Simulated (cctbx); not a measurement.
## CeCuSnH: as given, inverted or twinned?

Space group Pna2_1 (no. 33), a = 7.3660 Å, b = 8.6350 Å, c = 4.4580 Å, α = 90.00°, β = 90.00°, γ = 90.00°.

```
atom  mult.       x       y       z  Ueq (Å²)
 Ce1      4  0.5037  0.1934  0.2216    0.0227
 Sn1      4  0.1742  0.9274  0.2558    0.0093
 Cu1      4  0.2940  0.6047  0.2568    0.0345
  H1      4  0.9331  0.4221  0.7772    0.0516
```

The model was made for the exercise: a known structure type with other elements put in, its volume estimated, not relaxed; displacement parameters are assumed.

Data sets are simulated with cctbx and refined with Bijvoet mates kept apart; Flack x is then fitted as the share of an inverted twin with the atoms fixed, Hooft y from the Bijvoet differences. The group is acentric but holds improper operations, so there is an absolute structure (orientation) and no hand.

Untwinned crystal. What Flack and Hooft values should come out?

| λ (Å) | extinction (unmodelled) | d min (Å) | top counts | error (%) | model | R1 | Flack x | s.u. | Hooft y | s.u. | pairs |
| --- | --- | --- | --- | --- | --- | --- | --- | --- | --- | --- | --- |
| 0.71073 | 0.1 | 0.77 | 20000 | 4 | as given | 0.0159 | -0.05 | 0.05 | -0.031 | 0.054 | 284 |
| 0.71073 | 0.1 | 0.77 | 20000 | 4 | inverted | 0.0198 | 1.05 | 0.05 | 1.033 | 0.054 | 284 |
| 1.54184 | 0 | 0.83 | 5000 | 1.5 | as given | 0.0232 | 0.024 | 0.016 | 0.021 | 0.019 | 222 |

With Mo Kα, x is within 3 s.u. of 0, so the absolute structure is right, though an s.u. above 0.04 can't exclude a small twin share. With Cu Kα, x is within 3 s.u. of 0, so the absolute structure is right. Inverting the model turns x into about 1 − x.

A further crystal gives:

| λ (Å) | extinction (unmodelled) | d min (Å) | top counts | error (%) | model | R1 | Flack x | s.u. | Hooft y | s.u. | pairs |
| --- | --- | --- | --- | --- | --- | --- | --- | --- | --- | --- | --- |
| 0.71073 | 0 | 0.75 | 40000 | 2 | as given | 0.0101 | 0.32 | 0.03 | 0.333 | 0.033 | 309 |

**Question.** What is it?

It was simulated as an inversion twin with a fraction 0.3 of the inverted domain. Flack x is over 3 s.u. from both 0 and 1 and reads that fraction.

[Logs are printed without paths, hosts, clocks, repeated set-up lines and the standing remarks that a program may print on its own settings, such as how far it seeks lower states.]
